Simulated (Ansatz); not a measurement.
# Os (hcp): which axis gives way under pressure?

Cell and atoms of hcp Os are relaxed at set pressures, to see how each axis shrinks. The phase is followed to these pressures whether or not it stays the stable one.

Calculated with Ansatz 0.2.0, PBEsol, PAW files of the set soft_1, cutoff 600 eV, Fermi–Dirac smearing 0.05 eV, k-mesh 18×18×10, no spin polarisation, no spin-orbit coupling.

Reference cell, relaxed at zero pressure with PBEsol (P6_3/mmc): a = 2.7274 Å, b = 2.7274 Å, c = 4.3126 Å, α = 90.00°, β = 90.00°, γ = 120.00°.

```csv
atom,x,y,z
Os,0.3333,0.6667,0.7500
Os,0.6667,0.3333,0.2500
```

```
P (GPa)   a (Å)   c (Å)     c/a
  −4.00  2.7365  4.3249  1.5805
   0.00  2.7274  4.3126  1.5813
  10.00  2.7065  4.2843  1.5830
  15.00  2.6968  4.2711  1.5837
  20.00  2.6877  4.2585  1.5845
  29.99  2.6706  4.2350  1.5858
```

**Question.** Give the linear compressibility of each axis at zero pressure, and the edges at 5.00 GPa, a row left out above.

Least squares with l = l0 + l1 P + l2 P² gives for a: l0 = 2.7275 Å, l1 = −2.194e−3 Å/GPa, l2 = 9.96e−6 Å/GPa², so β = −l1/l0 = 0.804 × 10⁻³ GPa⁻¹ and the withheld edge is 2.7168 Å. The run itself gives 2.7166 Å, so the estimate misses by 0.0002 Å; the fitted rows themselves lie up to 0.0001 Å off the law.

Least squares with l = l0 + l1 P + l2 P² gives for c: l0 = 4.3127 Å, l1 = −2.965e−3 Å/GPa, l2 = 1.25e−5 Å/GPa², so β = −l1/l0 = 0.687 × 10⁻³ GPa⁻¹ and the withheld edge is 4.2982 Å. The run itself gives 4.2981 Å, so the estimate misses by 0.0001 Å, a rounding's worth.

The compressibilities add to the volume compressibility, 2β_a + β_c = 2.296 × 10⁻³ GPa⁻¹, or B0 ≈ 435 GPa; a parabola over so wide a range errs a few per cent to the stiff side. The a axis is the softest, 1.2 times as compressible as c.

[Logs are printed without paths, hosts, clocks, repeated set-up lines and the standing remarks that a program may print on its own settings, such as how far it seeks lower states.]
